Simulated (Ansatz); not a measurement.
## Neighbourhoods of single atoms in P6_3/mmc (COD entry) Sr2MgAl3, size series (2352 atoms)

The cell holds 2352 atoms: 784 Sr, 392 Mg and 1176 Al. Its edges and angles: a = 44.589 Å, b = 44.589 Å, c = 40.560 Å, α = 90.0°, β = 90.0°, γ = 120.0°. It derives from Sr2MgAl3 (P6_3/mmc, COD entry), repeated 7×7×4. P6_3/mmc (COD entry) Sr2MgAl3 (cell 6.37, 6.37, 10.14, 90, 90, 120), 7 x 7 x 4 conventional cells; every coordinate displaced by a Gaussian of 0.08 Å.

Method: Kohn-Sham DFT, PBE, PAW (set soft_2), localised support functions (medium) (Ansatz 0.2.0; Γ point, fermi-dirac smearing of 0.1 eV), at the geometry as built.

The whole cell was solved; only parts of it are printed.

Local excerpt of 34 atoms (numbers count through the whole input) about Sr949, picked at random; x, y, z are measured from there.

| atom | x | y | z | distance (Å) | bonds | Fx | Fy | Fz (eV/Å) |
| --- | --- | --- | --- | --- | --- | --- | --- | --- |
| Sr949 | 0.00 | 0.00 | 0.00 | 0.00 | 16 | 0.089 | 0.205 | 0.206 |
| Al946 | 0.03 | -1.81 | -3.05 | 3.55 | 12 | -0.003 | 0.178 | -0.223 |
| Al621 | -1.58 | -2.62 | 1.94 | 3.62 | 12 | -0.059 | -0.111 | -0.058 |
| Mg953 | -0.09 | -3.57 | -0.61 | 3.63 | 12 | 0.314 | -0.086 | 0.229 |
| Al948 | -1.49 | 0.99 | -3.16 | 3.64 | 12 | 0.026 | -0.064 | 0.042 |
| Al956 | 1.62 | -2.68 | 1.90 | 3.66 | 12 | 0.109 | 0.002 | 0.077 |
| Mg1001 | -3.14 | 1.86 | -0.53 | 3.69 | 12 | -0.054 | 0.041 | -0.098 |
| Al1005 | 1.52 | 2.88 | 1.89 | 3.76 | 12 | -0.025 | 0.036 | -0.027 |
| Al947 | 1.52 | 1.09 | -3.29 | 3.79 | 12 | 0.055 | -0.176 | 0.277 |
| Mg1337 | 3.20 | 1.94 | -0.72 | 3.81 | 12 | -0.138 | -0.015 | 0.267 |
| Sr603 | -3.14 | -1.85 | -1.19 | 3.83 | 16 | -0.173 | 0.235 | -0.137 |
| Sr952 | 0.10 | 0.07 | 3.87 | 3.87 | 16 | -0.176 | 0.065 | -0.117 |
| Al619 | -3.25 | 0.00 | 2.11 | 3.88 | 12 | 0.104 | -0.110 | -0.412 |
| Al955 | 3.27 | 0.08 | 2.11 | 3.89 | 12 | -0.147 | -0.257 | -0.456 |
| Sr939 | 3.25 | -1.81 | -1.22 | 3.92 | 16 | -0.221 | 0.064 | -0.220 |
| Al1004 | -1.58 | 3.00 | 1.97 | 3.93 | 12 | 0.271 | -0.196 | -0.081 |
| Sr987 | 0.01 | 3.76 | -1.21 | 3.95 | 16 | -0.051 | -0.055 | -0.129 |
| Al563 | -1.53 | -4.51 | -3.08 | 5.67 | 12 | -0.119 | 0.003 | -0.278 |
| Al900 | 1.53 | -4.58 | -3.07 | 5.72 | 12 | 0.211 | 0.007 | -0.148 |
| Mg1338 | 3.21 | 1.99 | 4.30 | 5.72 | 12 | -0.144 | -0.205 | 0.463 |
| Mg954 | 0.13 | -3.66 | 4.42 | 5.74 | 12 | -0.300 | 0.019 | 0.077 |
| Mg1002 | -3.19 | 1.92 | 4.41 | 5.77 | 12 | 0.109 | -0.130 | 0.238 |
| Al957 | 4.71 | -2.69 | 2.02 | 5.79 | 12 | 0.015 | 0.053 | -0.172 |
| Al1330 | 3.10 | 3.76 | -3.16 | 5.81 | 12 | 0.099 | 0.141 | -0.031 |
| Al1284 | 4.74 | 1.11 | -3.16 | 5.81 | 12 | 0.031 | -0.193 | -0.034 |
| Al994 | -3.09 | 3.78 | -3.15 | 5.82 | 12 | -0.108 | -0.022 | 0.071 |
| Al571 | -0.03 | -5.49 | 1.99 | 5.84 | 12 | 0.104 | -0.136 | -0.136 |
| Al669 | -4.79 | 2.74 | 1.94 | 5.85 | 12 | -0.102 | 0.090 | 0.015 |
| Al611 | -4.83 | 0.89 | -3.19 | 5.86 | 12 | -0.012 | 0.027 | 0.121 |
| Al620 | -4.76 | -2.80 | 2.01 | 5.88 | 12 | -0.019 | 0.142 | -0.261 |
| Al1340 | 4.76 | 2.92 | 2.01 | 5.94 | 12 | 0.196 | -0.071 | -0.414 |
| Al1003 | 0.02 | 5.77 | 1.86 | 6.07 | 12 | -0.050 | -0.411 | 0.148 |
| Sr602 | -3.14 | -1.74 | -4.99 | 6.14 | 16 | 0.098 | -0.150 | 0.022 |
| Sr614 | -3.21 | -1.94 | 4.90 | 6.17 | 16 | 0.171 | 0.321 | 0.647 |

The column of bonds counts only the pairs Al-Al within 3.56 Å, Al-Sr within 4.12 Å, Al-Mg within 3.50 Å, Sr-Sr within 4.34 Å, Sr-Mg within 4.17 Å; other neighbours, such as metal atoms beside each other in a compound, aren't counted, and periodic images can show an atom twice.

A closer look about Al188, picked at random: 25 atoms, nearest first, numbered in the order of the input, with positions taken from that point.

| atom | x | y | z | distance (Å) | bonds | Fx | Fy | Fz (eV/Å) |
| --- | --- | --- | --- | --- | --- | --- | --- | --- |
| Al188 | 0.00 | 0.00 | 0.00 | 0.00 | 12 | 0.138 | 0.130 | 0.064 |
| Al189 | 3.02 | 0.11 | 0.16 | 3.03 | 12 | 0.004 | 0.003 | -0.371 |
| Mg186 | -1.53 | -0.83 | 2.55 | 3.09 | 12 | -0.113 | -0.069 | -0.054 |
| Mg185 | -1.63 | -0.94 | -2.45 | 3.09 | 12 | 0.277 | 0.066 | -0.301 |
| Al2205 | -3.10 | -0.09 | -0.11 | 3.10 | 12 | -0.156 | 0.224 | 0.361 |
| Al187 | 1.55 | 2.76 | -0.07 | 3.17 | 12 | 0.013 | -0.151 | 0.154 |
| Al2155 | -1.56 | -2.79 | 0.02 | 3.20 | 12 | -0.042 | -0.070 | -0.031 |
| Sr136 | 1.54 | -2.78 | 1.80 | 3.65 | 16 | 0.147 | 0.134 | 0.197 |
| Sr182 | 1.71 | 0.87 | 3.21 | 3.74 | 16 | -0.338 | 0.269 | 0.187 |
| Sr133 | 1.67 | -2.79 | -1.86 | 3.75 | 16 | -0.223 | 0.197 | -0.159 |
| Sr171 | 1.69 | 1.00 | -3.25 | 3.80 | 16 | -0.255 | -0.075 | 0.152 |
| Sr181 | -1.77 | 2.81 | -1.93 | 3.84 | 16 | 0.578 | 0.032 | 0.246 |
| Sr184 | -1.64 | 2.87 | 2.01 | 3.87 | 16 | 0.235 | -0.197 | -0.332 |
| Al178 | -1.48 | 0.92 | -4.93 | 5.23 | 12 | -0.052 | 0.124 | -0.137 |
| Al132 | 0.12 | -1.69 | -5.05 | 5.33 | 12 | -0.034 | -0.189 | 0.031 |
| Mg570 | 1.58 | 4.51 | 2.50 | 5.40 | 12 | 0.053 | 0.148 | 0.118 |
| Al144 | -0.08 | -1.84 | 5.09 | 5.41 | 12 | 0.316 | -0.027 | -0.085 |
| Al190 | -1.48 | 1.07 | 5.09 | 5.41 | 12 | -0.108 | 0.020 | -0.050 |
| Mg522 | 4.76 | -0.88 | 2.52 | 5.46 | 12 | 0.023 | 0.029 | -0.064 |
| Al2157 | 0.06 | -5.46 | -0.03 | 5.46 | 12 | -0.191 | -0.029 | 0.016 |
| Al2203 | -4.66 | 2.86 | 0.05 | 5.47 | 12 | -0.213 | -0.218 | -0.228 |
| Mg521 | 4.78 | -0.91 | -2.51 | 5.48 | 12 | -0.100 | 0.027 | 0.060 |
| Al139 | 4.72 | -2.83 | -0.05 | 5.50 | 12 | 0.103 | 0.022 | 0.103 |
| Al237 | 0.08 | 5.53 | 0.03 | 5.53 | 12 | -0.150 | 0.063 | 0.002 |
| Mg569 | 1.64 | 4.65 | -2.52 | 5.54 | 12 | -0.157 | -0.002 | -0.152 |

The column of bonds counts only the pairs Al-Al within 3.56 Å, Al-Sr within 4.12 Å, Al-Mg within 3.50 Å, Sr-Sr within 4.34 Å, Sr-Mg within 4.17 Å; other neighbours, such as metal atoms beside each other in a compound, aren't counted, and periodic images can show an atom twice.

Local excerpt of 42 atoms (numbers count through the whole input) about Al95, picked at random; x, y, z are measured from there.

| atom | x | y | z | distance (Å) | bonds | Fx | Fy | Fz (eV/Å) |
| --- | --- | --- | --- | --- | --- | --- | --- | --- |
| Al95 | 0.00 | 0.00 | 0.00 | 0.00 | 12 | -0.084 | 0.187 | -0.035 |
| Al94 | -1.60 | -2.58 | 0.00 | 3.04 | 12 | 0.126 | 0.046 | -0.080 |
| Al96 | -3.10 | 0.11 | -0.01 | 3.10 | 12 | 0.056 | 0.002 | -0.096 |
| Mg437 | 1.67 | 1.00 | 2.52 | 3.19 | 12 | -0.042 | 0.000 | -0.056 |
| Al432 | 3.24 | 0.13 | 0.06 | 3.24 | 12 | -0.015 | 0.058 | -0.205 |
| Al478 | 1.65 | 2.94 | -0.07 | 3.37 | 12 | 0.030 | -0.018 | 0.033 |
| Mg474 | 1.71 | 1.14 | -2.73 | 3.42 | 12 | -0.130 | -0.013 | 0.518 |
| Sr86 | 1.59 | -2.49 | -1.82 | 3.47 | 16 | 0.118 | -0.355 | -0.093 |
| Sr49 | -1.69 | -0.63 | 3.06 | 3.55 | 16 | 0.406 | -0.362 | 0.334 |
| Sr88 | -1.50 | -0.81 | -3.18 | 3.60 | 16 | -0.098 | 0.122 | -0.194 |
| Sr87 | 1.74 | -2.64 | 1.94 | 3.71 | 16 | -0.378 | -0.029 | -0.168 |
| Sr135 | -1.50 | 2.92 | 2.01 | 3.85 | 16 | -0.104 | 0.033 | -0.514 |
| Sr134 | -1.48 | 3.01 | -2.00 | 3.90 | 16 | -0.212 | -0.282 | 0.326 |
| Al105 | 0.12 | 1.93 | 4.90 | 5.27 | 12 | -0.054 | 0.057 | 0.363 |
| Mg53 | -1.42 | -4.56 | 2.46 | 5.37 | 12 | -0.074 | 0.354 | 0.042 |
| Al48 | 0.14 | -5.41 | -0.16 | 5.41 | 12 | 0.046 | 0.048 | 0.284 |
| Al91 | 1.66 | -0.68 | -5.11 | 5.41 | 12 | 0.038 | -0.200 | -0.082 |
| Al55 | 1.58 | -1.00 | 5.09 | 5.42 | 12 | 0.140 | 0.145 | -0.063 |
| Mg101 | -4.76 | 1.16 | 2.44 | 5.47 | 12 | -0.069 | -0.185 | 0.151 |
| Mg138 | -4.71 | 1.14 | -2.58 | 5.49 | 12 | 0.077 | -0.198 | 0.023 |
| Al142 | -4.71 | 2.85 | -0.06 | 5.50 | 12 | -0.007 | 0.203 | -0.018 |
| Al141 | 0.19 | 1.97 | -5.16 | 5.53 | 12 | -0.209 | 0.051 | -0.079 |
| Mg90 | -1.63 | -4.58 | -2.64 | 5.54 | 12 | 0.470 | 0.492 | 0.260 |
| Al480 | 0.21 | 5.54 | 0.16 | 5.55 | 12 | -0.050 | 0.134 | -0.358 |
| Al430 | 4.91 | -2.66 | -0.15 | 5.59 | 12 | -0.051 | 0.099 | 0.195 |
| Sr2103 | -4.62 | -2.65 | 1.89 | 5.65 | 16 | -0.307 | 0.140 | -0.311 |
| Sr424 | 4.74 | -0.76 | -3.09 | 5.71 | 16 | 0.323 | 0.038 | -0.224 |
| Sr385 | 4.81 | -0.82 | 2.98 | 5.72 | 16 | 0.267 | 0.015 | 0.487 |
| Sr433 | 1.62 | 4.64 | 3.09 | 5.80 | 16 | 0.207 | 0.162 | 0.475 |
| Sr2102 | -4.74 | -2.66 | -2.10 | 5.82 | 16 | 0.087 | 0.302 | 0.566 |
| Sr472 | 1.55 | 4.79 | -3.09 | 5.91 | 16 | 0.315 | -0.005 | -0.415 |
| Sr471 | 4.91 | 2.83 | 1.97 | 6.00 | 16 | -0.181 | 0.075 | -0.313 |
| Sr470 | 4.85 | 3.04 | -1.95 | 6.05 | 16 | -0.010 | -0.227 | 0.201 |
| Al56 | 0.11 | -3.50 | 5.05 | 6.15 | 12 | 0.032 | -0.049 | 0.015 |
| Al2063 | -3.10 | -5.39 | 0.11 | 6.22 | 12 | -0.096 | 0.020 | -0.363 |
| Al47 | 3.18 | -5.36 | -0.02 | 6.23 | 12 | -0.026 | -0.084 | -0.064 |
| Al92 | 0.21 | -3.57 | -5.17 | 6.29 | 12 | -0.039 | 0.156 | 0.111 |
| Al440 | 3.26 | 1.93 | 5.09 | 6.34 | 12 | 0.044 | 0.139 | -0.061 |
| Al476 | 3.38 | 1.90 | -5.04 | 6.36 | 12 | 0.067 | 0.270 | -0.266 |
| Al140 | -3.14 | 2.08 | -5.15 | 6.38 | 12 | 0.084 | -0.118 | 0.085 |
| Al2111 | -6.39 | 0.09 | -0.05 | 6.39 | 12 | -0.049 | -0.030 | -0.026 |
| Al104 | -3.26 | 1.98 | 5.20 | 6.44 | 12 | 0.126 | 0.054 | -0.350 |

The column of bonds counts only the pairs Al-Al within 3.56 Å, Al-Sr within 4.12 Å, Al-Mg within 3.50 Å, Sr-Sr within 4.34 Å, Sr-Mg within 4.17 Å; other neighbours, such as metal atoms beside each other in a compound, aren't counted, and periodic images can show an atom twice.

The surroundings of Sr925, which bears the longest force, nearest first, numbered as they follow in the input and with coordinates relative to it.

| atom | x | y | z | distance (Å) | bonds | Fx | Fy | Fz (eV/Å) |
| --- | --- | --- | --- | --- | --- | --- | --- | --- |
| Sr925 | 0.00 | 0.00 | 0.00 | 0.00 | 16 | -0.670 | 0.625 | 0.312 |
| Al932 | 1.32 | -2.52 | 1.82 | 3.37 | 12 | 0.276 | -0.041 | 0.315 |
| Al922 | -0.22 | -1.49 | -3.15 | 3.49 | 12 | 0.009 | -0.082 | -0.038 |
| Sr915 | 2.93 | -1.57 | -1.20 | 3.53 | 16 | 0.342 | -0.279 | -0.353 |
| Al931 | 2.92 | 0.24 | 2.01 | 3.56 | 12 | 0.108 | -0.250 | -0.198 |
| Al597 | -1.78 | -2.47 | 1.85 | 3.56 | 12 | -0.121 | 0.001 | 0.227 |
| Mg1313 | 2.89 | 2.05 | -0.58 | 3.59 | 12 | 0.258 | 0.033 | -0.228 |
| Al923 | 1.36 | 1.13 | -3.14 | 3.60 | 12 | -0.083 | -0.015 | 0.009 |
| Mg929 | -0.13 | -3.58 | -0.54 | 3.62 | 12 | -0.090 | 0.193 | -0.431 |
| Al924 | -1.83 | 1.28 | -3.05 | 3.78 | 12 | 0.147 | -0.223 | -0.157 |
| Al981 | 1.57 | 3.05 | 1.87 | 3.91 | 12 | -0.363 | -0.069 | 0.152 |
| Al595 | -3.37 | 0.27 | 1.97 | 3.92 | 12 | 0.055 | -0.175 | -0.017 |
| Sr579 | -3.31 | -1.78 | -1.21 | 3.95 | 16 | -0.122 | 0.259 | -0.238 |
| Al980 | -1.76 | 3.06 | 1.79 | 3.96 | 12 | 0.070 | -0.089 | 0.295 |
| Mg977 | -3.46 | 2.03 | -0.56 | 4.05 | 12 | 0.192 | 0.105 | -0.085 |
| Sr928 | -0.16 | 0.32 | 4.04 | 4.05 | 16 | -0.341 | -0.294 | -0.814 |
| Sr963 | -0.13 | 3.92 | -1.16 | 4.09 | 16 | -0.126 | -0.152 | -0.350 |
| Mg930 | -0.32 | -3.43 | 4.36 | 5.56 | 12 | 0.164 | 0.010 | 0.110 |
| Al547 | -0.23 | -5.31 | 1.73 | 5.59 | 12 | 0.150 | -0.208 | 0.571 |
| Al933 | 4.61 | -2.55 | 1.96 | 5.62 | 12 | -0.113 | 0.084 | -0.079 |
| Al539 | -1.78 | -4.33 | -3.13 | 5.63 | 12 | -0.066 | -0.163 | 0.018 |
| Al1316 | 4.52 | 2.84 | 1.92 | 5.67 | 12 | 0.108 | 0.223 | 0.020 |
| Mg1314 | 3.03 | 1.90 | 4.44 | 5.70 | 12 | -0.133 | 0.323 | 0.224 |
| Al1260 | 4.72 | 1.02 | -3.07 | 5.73 | 12 | -0.109 | 0.091 | -0.217 |
| Al876 | 1.31 | -4.52 | -3.28 | 5.74 | 12 | 0.288 | 0.036 | 0.245 |
| Al1306 | 2.95 | 3.96 | -3.13 | 5.85 | 12 | 0.008 | 0.048 | -0.017 |
| Al587 | -5.02 | 1.03 | -3.12 | 6.00 | 12 | -0.022 | -0.002 | -0.120 |
| Al596 | -5.13 | -2.54 | 1.91 | 6.03 | 12 | 0.191 | -0.005 | 0.041 |
| Sr926 | 2.85 | -1.62 | 5.09 | 6.05 | 16 | 0.309 | -0.277 | 0.090 |
| Mg978 | -3.46 | 1.92 | 4.60 | 6.07 | 12 | 0.278 | 0.240 | -0.364 |
| Al970 | -3.38 | 3.98 | -3.17 | 6.11 | 12 | 0.058 | 0.003 | 0.073 |
| Sr877 | 3.13 | -5.26 | 0.11 | 6.12 | 16 | -0.288 | -0.119 | -0.038 |
| Al979 | -0.24 | 5.77 | 2.05 | 6.13 | 12 | 0.044 | -0.070 | -0.178 |
| Sr1261 | 6.15 | 0.27 | -0.14 | 6.16 | 16 | 0.085 | -0.214 | 0.554 |

The column of bonds counts only the pairs Al-Al within 3.56 Å, Al-Sr within 4.12 Å, Al-Mg within 3.50 Å, Sr-Sr within 4.34 Å, Sr-Mg within 4.17 Å; other neighbours, such as metal atoms beside each other in a compound, aren't counted, and periodic images can show an atom twice.

Neighbours are counted within 3.56 Å (Al-Al), 4.12 Å (Al-Sr), 3.50 Å (Al-Mg), 4.34 Å (Sr-Sr), 4.17 Å (Sr-Mg), cutoffs set anew for this text.

Length of the force by element and coordination:

| element | coordination | atoms | mean length of the force (eV/Å) | spread | least | most |
| --- | --- | --- | --- | --- | --- | --- |
| Al | all | 1176 | 0.245 | 0.115 | 0.0195 | 0.868 |
| Al | 11 | 2 | 0.401 | 0.0867 | 0.314 | 0.487 |
| Al | 12 | 1174 | 0.245 | 0.114 | 0.0195 | 0.868 |
| Mg | all | 392 | 0.327 | 0.144 | 0.027 | 0.826 |
| Mg | 11 | 1 | 0.472 | 0 | 0.472 | 0.472 |
| Mg | 12 | 391 | 0.327 | 0.144 | 0.027 | 0.826 |
| Sr | all | 784 | 0.395 | 0.167 | 0.0172 | 0.968 |
| Sr | 15 | 1 | 0.565 | 0 | 0.565 | 0.565 |
| Sr | 16 | 783 | 0.395 | 0.167 | 0.0172 | 0.968 |

The geometry starts from published positions, was displaced at random and isn't relaxed at this level: its force components are 0.20 eV/Å r.m.s. Only the Γ point is sampled, in a cell whose shortest periodic width is 39 Å.

[Hosts, paths, dates, database ids (printed as entryN), source tags and the programs' standing remarks are cut or masked in the printed files.]
